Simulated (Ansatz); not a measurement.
**Where Br_i (4-fold void) puts its levels in the gap of Rb2BaBr4 (I-42d)**

Wanted: the transition levels of a self-interstitial in Rb2BaBr4 (I-42d), from a cell of 56 host atoms with 1 Br put in.

Method: place-levels on PBEsol runs: charge-transition levels and formation energies with image-charge correction and potential alignment at the atomic sites, in Ansatz 0.2.0.

Most raw output is cut from this account.

### Step 1. Starting point

The cell holds 57 atoms: 16 Rb, 8 Ba and 33 Br. Cell: a = 14.042 Å, b = 14.042 Å, c = 13.931 Å, α = 60.3°, β = 60.3°, γ = 59.5°. It derives from Rb2BaBr4 (space group I-42d). Nearest the centre at fractional (0.239, 0.251, 0.269): Br57 at 0.00 Å, Rb5 at 2.74 Å, Br37 at 2.77 Å, Br34 at 2.77 Å, Br46 at 2.77 Å, Rb9 at 3.02 Å, Rb14 at 3.05 Å, Br42 at 3.05 Å.

Screening for the image-charge correction: ε∞ = (3.23, 3.23, 3.20), ε0 = (7.71, 7.71, 9.34), from a response run on this crystal (DFPT, PBEsol) at that run's own cell.

The cell's shortest repeat is 13.9 Å.

### Step 2. What was run first

A transition level is the Fermi level at which two charge states cost the same, so each charge needs its own total energy, at its own relaxed structure.

Each atom starts 0.05 Å or so off its site in a random direction. Forces are taken at one point at (¼, ¼, ¼). The cell holds 1 electron more than the neutral one, with a uniform background that keeps it neutral on the whole.

The sampling was tested on the host first: at the k-points planned (1x1x1 shifted 0.25 0.25 0.25) its energy lies 0.001 eV an atom from the dense-mesh value, under the bound of 0.02 eV set for this test; that bounds the host's error, not the defect's.

One state's input; the others differ in charge, spin, start and seed, and in occupations where the table says so.

The input, qm1.relax/input.yaml:

```yaml
crystal:
  lattice:
    - [0.0, 9.85069233, 10.00714096]
    - [9.85069233, 0.0, 10.00714096]
    - [9.85069233, 9.85069233, 0.0]
  atoms:
    - { symbol: Rb, position: [0.00523679, 0.86976321, 0.88023679] }
    - { symbol: Rb, position: [0.25523679, 0.11976321, 0.13023679] }
[... 2 atom lines left out ...]
    - { symbol: Rb, position: [0.11976321, 0.25523679, 0.49476321] }
[... 3 atom lines left out ...]
    - { symbol: Rb, position: [0.13023679, 0.49476321, 0.11976321] }
[... 4 atom lines left out ...]
    - { symbol: Rb, position: [0.49476321, 0.13023679, 0.25523679] }
[... 2 atom lines left out ...]
    - { symbol: Ba, position: [0.125, 0.625, 0.375] }
    - { symbol: Ba, position: [0.375, 0.875, 0.625] }
[... 1 atom line left out ...]
    - { symbol: Ba, position: [0.875, 0.375, 0.125] }
    - { symbol: Ba, position: [0.0, 0.0, 0.5] }
[... 1 atom line left out ...]
    - { symbol: Ba, position: [0.5, 0.5, 0.0] }
[... 4 atom lines left out ...]
    - { symbol: Br, position: [0.92499158, 0.53471653, 0.3950665] }
[... 2 atom lines left out ...]
    - { symbol: Br, position: [0.53471653, 0.92499158, 0.1452254] }
[... 2 atom lines left out ...]
    - { symbol: Br, position: [0.2702254, 0.0200665, 0.40971653] }
[... 2 atom lines left out ...]
    - { symbol: Br, position: [0.0200665, 0.2702254, 0.29999158] }
[... 4 atom lines left out ...]
    - { symbol: Br, position: [0.40971653, 0.29999158, 0.0200665] }
[... 3 atom lines left out ...]
    - { symbol: Br, position: [0.29999158, 0.40971653, 0.2702254] }
[... 2 atom lines left out ...]
    - { symbol: Br, position: [0.1450665, 0.8952254, 0.28471653] }
    - { symbol: Br, position: [0.3950665, 0.1452254, 0.53471653] }
[... 2 atom lines left out ...]
    - { symbol: Br, position: [0.1452254, 0.3950665, 0.92499158] }
[... 2 atom lines left out ...]
    - { symbol: Br, position: [0.8952254, 0.1450665, 0.67499158] }
    - { symbol: Br, position: [0.238686, 0.251342, 0.269242] }
  host:
    repeats: [1, 1, 1]
    atoms:
      - { symbol: Rb, position: [0.00523679, 0.86976321, 0.88023679] }
      - { symbol: Rb, position: [0.25523679, 0.11976321, 0.13023679] }
      # ... 54 more atoms of the perfect host
total_charge: -1
basis:
  ecutwfc: 420
  xc_grid: 2
hamiltonian:
  xc: pbesol
kpoints:
  mp_grid: { grid: [1, 1, 1], shift: [0.25, 0.25, 0.25] }
scf:
  occupations: { method: fixed }
  max_iter: 60
output:
  forces: true
  charged_corrections:
    epsilon: [3.23, 3.23, 3.2]
    static_epsilon: [7.71, 7.71, 9.34]
    defect_position: [0.238686, 0.251342, 0.269242]
relax:
  f_tol: 0.02
  max_steps: 80
  random_displacement: { amplitude: 0.05, seed: 4198 }
checkpoint:
  write: "../qm1.relax.run"
  compress: false
  write_wavefunctions: true
  write_every: 100000
```

On the command line:

```sh
$ ansatz run input.yaml --threads 4 --pin off --max-ram 15073MiB --backend cpu --events-out ev --progress --plain --runs-dir out
```

The relaxed structure is kept and the sampling changed to a 2×2×2 shifted mesh.

The run of this state that the levels use, under PBEsol:

The input, qm1.point/input.yaml:

```yaml
crystal:
  checkpoint: "../qm1.relax.run"
  host: checkpoint
total_charge: -1
basis:
  ecutwfc: 420
  xc_grid: 2
hamiltonian:
  xc: pbesol
kpoints:
  mp_grid: { grid: [2, 2, 2], shift: [0.5, 0.5, 0.5] }
scf:
  occupations: { method: fermi_dirac, width: 0.01 }
  max_iter: 60
output:
  forces: true
  eigenvalues: true
  charged_corrections:
    epsilon: [3.23, 3.23, 3.2]
    static_epsilon: [7.71, 7.71, 9.34]
    defect_position: [0.238686, 0.251342, 0.269242]
  eigenstates: { localisation: true }
  populations: true
  band_densities: [{ bands: [v1, v1] }, { bands: [c1, c1] }]
  write_density: true
  write_potential: true
  volumetric_format: npy
checkpoint:
  read: "../qm1.relax.run"
  write: "../qm1.point.run"
  compress: false
  write_wavefunctions: false
  write_every: 100000
```

Relaxations under PBEsol at one point at (¼, ¼, ¼); times on 4 threads of Arm Neoverse V1, shared host:

```
charge  moment (μB)  occupations    outcome  steps  largest displacement against the far atoms (Å)     time
    −1            0        fixed  converged      6                                            0.52  2.2 min
     0            1        fixed  converged     15                                            0.52   13 min
    +1            0        fixed  converged     12                                            0.90  4.9 min
```

Single points under PBEsol at a 2×2×2 shifted mesh; times on 4 threads of Arm Neoverse V1, shared host:

```csv
charge,moment (μB),occupations,outcome,time
−1,0,fermi-dirac,converged,3.1 min
0,1,fermi-dirac,converged,6.7 min
+1,0,fermi-dirac,converged,3.1 min
```

Distances (Å) from Br57 to the nearest atoms after relaxation with PBEsol:

```csv
charge,moment (μB),1.,2.,3.,4.,5.,6.
−1,0,Rb 3.08,Rb 3.08,Rb 3.08,Rb 3.08,Br 3.32,Br 3.32
0,1,Br 2.91,Br 3.00,Rb 3.07,Rb 3.10,Rb 3.29,Rb 3.39
+1,0,Br 2.53,Br 2.65,Rb 3.11,Rb 3.13,Rb 3.53,Br 3.55
```

### Step 3. Placing the levels, PBEsol

A charged cell interacts with its images and the background, and its potential has another zero than the host's. place-levels removes the first by a point-charge model, screened by the static dielectric constant since the ions have relaxed around the charge, and the second by comparing potentials at atoms far from the defect.

The host is a run of the defect-free crystal in the same cutoffs, grids and k-points, so that basis and sampling errors cancel in part in the differences. Its band edges come from a run of the primitive cell that searches the zone for them. Chemical potentials are energies per atom of Br (solid Br2 (Cmce)), run with the same functional and cutoff.

The input, levels.point.yaml:

```yaml
host:
  run: host.point.run
  levels_from: { run: edges.point.run }
states: [qm1.point.run, q0_M1.point.run, qp1.point.run]
geometry_from:
  qm1.point.run: qm1.relax.run
  q0_M1.point.run: q0_M1.relax.run
  qp1.point.run: qp1.relax.run
  host.point.run: host.relax.run
chemical_potentials:
  Br:
    energy: -2736.47272
    dataset: "<sha256 of the dataset>"
epsilon: [3.23, 3.23, 3.2]
static_epsilon: [7.71, 7.71, 9.34]
vertical:
  - { from: qm1.point.run, to: qm1.point_neutral.run }
  - { from: qp1.point.run, to: qp1.point_neutral.run }
```

On the command line:

```sh
$ ansatz place-levels levels.point.yaml -- --threads 4 --pin off --max-ram 15073MiB
```

Run time: 0.38 s. Hardware: 4 threads of Arm Neoverse V1, shared host.

Under PBEsol the gap is 4.26 eV, (+1/0) 1.29, (0/−1) 1.63 eV.

Levels between the charges placed, in eV above the valence top:

```csv
,gap (eV),(+1/0),(0/−1)
PBEsol,4.26,1.29,1.63
```

Corrections by state:

| charge | moment (μB) | image terms and alignment (eV) | band filling (eV) | ε used | over the lowest of its charge, as the program ranks them, band filling apart (eV) |
| --- | --- | --- | --- | --- | --- |
| +1 | 0.0 | 0.312 | - | principal values (7.71, 7.71, 9.34) | 0.000 |
| 0 | 1.0 | 0.000 | - | - | 0.000 |
| −1 | 0.0 | 0.061 | - | principal values (7.71, 7.71, 9.34) | 0.000 |

The charged structures listed were also run neutral, and place-levels reads from each pair, by the potential or the spins, how wide the charge is by which they differ; that can be the carrier of either run.

```
charge  rms radius (Å)  spread where it is widest against the cell (Å)  wide from (Å)  reading
    +1             3.3                                            3.08           1.98     wide
    −1             3.2                                            1.88           1.98   narrow
```

The neutral runs of these pairs need not share the spin of the lowest neutral state, and very wide values only mean spread over the cell.

From the program's caveats on the states, each cut to its opening words:

- charge +1: it parts from the run at its places by a charge that spreads by about 3.1 Å along one vector (2 Å or more is wide), by its potential at epsilon [3.23, 3.23, [...]
- charge +1: its displacements don't fall off away from the defect: farther atoms stand 0.084 Å off the host's places
- charge 0 (1 μB): its displacements don't fall off away from the defect: farther atoms stand 0.074 Å off the host's places
- charge 0 (1 μB): flagged: stability check not made
- charge −1: its displacements don't fall off away from the defect: farther atoms stand 0.063 Å off the host's places

Chemical potentials of the elements' reference phases, run alike. Formation energies (elemental references), with the Fermi level at the valence top and at the conduction bottom (gap 4.26 eV):

```
charge  at valence top (eV)  at conduction bottom (eV)  correction included (eV)
    +1                 0.04                       4.30                      0.31
     0                 1.33                       1.33                      0.00
    −1                 2.96                      -1.30                      0.06
```

(Fermi level (eV), lowest formation energy (eV)): (0.00, 0.04), (0.39, 0.43), (0.77, 0.81), (1.16, 1.20), (1.55, 1.33), (1.93, 1.03), (2.33, 0.64), (2.71, 0.25), (3.10, -0.14), (3.49, -0.52), (3.87, -0.91), (4.26, -1.30)

### Step 4. Effect of the sampling

The relaxations' own energies give the levels at their sampling, for comparison.

The input, levels.relax_mesh.yaml:

```yaml
host:
  run: host.relax.run
  levels_from: { run: edges.relax.run }
states: [qm1.relax.run, q0_M1.relax.run, qp1.relax.run]
chemical_potentials:
  Br:
    energy: -2736.47272
    dataset: "<sha256 of the dataset>"
```

On the command line:

```sh
$ ansatz place-levels levels.relax_mesh.yaml -- --threads 4 --pin off --max-ram 15073MiB
```

Elapsed: 0.14 s, on 4 threads.

Levels between neighbouring charges, in eV above the valence top:

```csv
,gap (eV),(+1/0),(0/−1)
"one point at (¼, ¼, ¼)",4.26,1.30,1.63
a 2×2×2 shifted mesh,4.26,1.29,1.63
```

Going from one point at (¼, ¼, ¼) to a 2×2×2 shifted mesh moves the levels that carry no band-filling term by up to 0.00 eV and formation energies against the elements by up to 0.01 eV.

### Step 5. Placing the levels, r2SCAN

r2SCAN on the same structure is run to see how far the result rests on the functional, though not on the errors that semilocal functionals share; the sampling changes too, to one point at (¼, ¼, ¼), so differences hold both changes.

The input, qm1.r2scan/input.yaml:

```yaml
crystal:
  checkpoint: "../qm1.relax.run"
  host: checkpoint
total_charge: -1
basis:
  ecutwfc: 500
  xc_grid: 2
hamiltonian:
  xc: r2scan
kpoints:
  mp_grid: { grid: [1, 1, 1], shift: [0.25, 0.25, 0.25] }
scf:
  occupations: { method: fermi_dirac, width: 0.01 }
  max_iter: 60
output:
  forces: true
  eigenvalues: true
  charged_corrections:
    epsilon: [3.23, 3.23, 3.2]
    static_epsilon: [7.71, 7.71, 9.34]
    defect_position: [0.238686, 0.251342, 0.269242]
checkpoint:
  write: "../qm1.r2scan.run"
  compress: false
  write_wavefunctions: false
  write_every: 100000
```

Wall time 69 s (4 threads); peak memory 4.3 GiB.

The input, levels.r2scan.yaml:

```yaml
host:
  run: host.r2scan.run
  levels_from: { run: edges.r2scan.run }
states: [qm1.r2scan.run, q0_M1.r2scan.run, qp1.r2scan.run]
geometry_from:
  qm1.r2scan.run: qm1.relax.run
  q0_M1.r2scan.run: q0_M1.relax.run
  qp1.r2scan.run: qp1.relax.run
  host.r2scan.run: host.relax.run
chemical_potentials:
  Br:
    energy: -2792.85859
    dataset: "<sha256 of the dataset>"
```

On the command line:

```sh
$ ansatz place-levels levels.r2scan.yaml -- --threads 4 --pin off --max-ram 15073MiB
```

It took 0.22 s on 4 threads.

Under r2SCAN the gap is 5.16 eV, (+1/0) 1.28, (0/−1) 1.83 eV.

### Step 6. A changed set-up

The levels are placed again with one choice changed, to see how much they rest on it.

levels.try0.yaml is levels.point.yaml with these lines changed:

```diff
-epsilon: [3.23, 3.23, 3.2]
-static_epsilon: [7.71, 7.71, 9.34]
+epsilon: 4.28
+static_epsilon: 10.93
```

On the command line:

```sh
$ ansatz place-levels levels.try0.yaml -- --threads 4 --pin off --max-ram 15073MiB
```

The change: single dielectric constants in place of the tensors, a third over their means.

Levels in eV above the valence top; the changed ones are not the defect's:

```
           gap (eV)  (+1/0)  (0/−1)
  changed      4.26    1.33    1.61
as set up      4.26    1.29    1.63
```

The largest shift is 0.03 eV.

### Step 7. Side by side

Levels between neighbouring charges, in eV above each run's own valence top:

```
                                        gap (eV)  (+1/0)  (0/−1)  CPU time a state at this stage (restarts are quicker than cold starts)
            PBEsol, 2×2×2 shifted mesh      4.26    1.29    1.63                                                                  16 min
r2SCAN on PBEsol structures, (¼, ¼, ¼)      5.16    1.28    1.83                                                                 8.2 min
```

### Step 8. Results

| Quantity | Value |
| --- | --- |
| gap of the host | 4.26 eV (PBEsol) |
| level (plus 1/0) | 1.29 eV above the valence top |
| level (0/minus 1) | 1.63 eV above the valence top |
| lowest of the charges placed, just above the valence top (0.02 eV) | +1 |
| lowest of the charges placed, just below the conduction bottom (0.02 eV) | −1 |
| lowest formation energy at mid-gap of the charges run, elemental references | 0.83 eV |

In words: Of the charges placed (−1, 0 and +1), the lowest changes at 1.29 eV (+1/0) and 1.63 eV (0/−1) above the valence top, in a gap of 4.26 eV. Charges above +1 and below −1 were not placed, so these runs say nothing of levels that involve them. States placed: +1 at 0 μB; 0 at 1 μB; −1 at 0 μB. Other spin states or structures, where not listed, weren't placed. At charge +1 the atom put in ends up to 0.9 Å from its starting place, so the name tells the start alone and the levels can join different sites. Going from one point at (¼, ¼, ¼) to a 2×2×2 shifted mesh moves the levels that carry no band-filling term by up to 0.00 eV and formation energies against the elements by up to 0.01 eV. Keep in mind: PBEsol makes the gap too small and tends to spread out bound carriers; spin–orbit coupling, which can matter with heavy atoms, is left out.

[Logs are printed without paths, hosts, clocks, repeated set-up lines and the standing remarks that a program may print on its own settings, such as how far it seeks lower states.]

[Hosts, paths, dates, database ids (printed as entryN), source tags and the programs' standing remarks are cut or masked in the printed files.]

[Where a table of states has a column of steps, it counts the stored structures, which are thinned; the runs took as many ionic steps or more.]

[A defect's name tells the site on which it was built; relaxed atoms can leave that site.]

[For some hosts the program warned that the k-mesh of the response run may be too coarse for force constants and the static dielectric constant; such warnings are not shown here.]
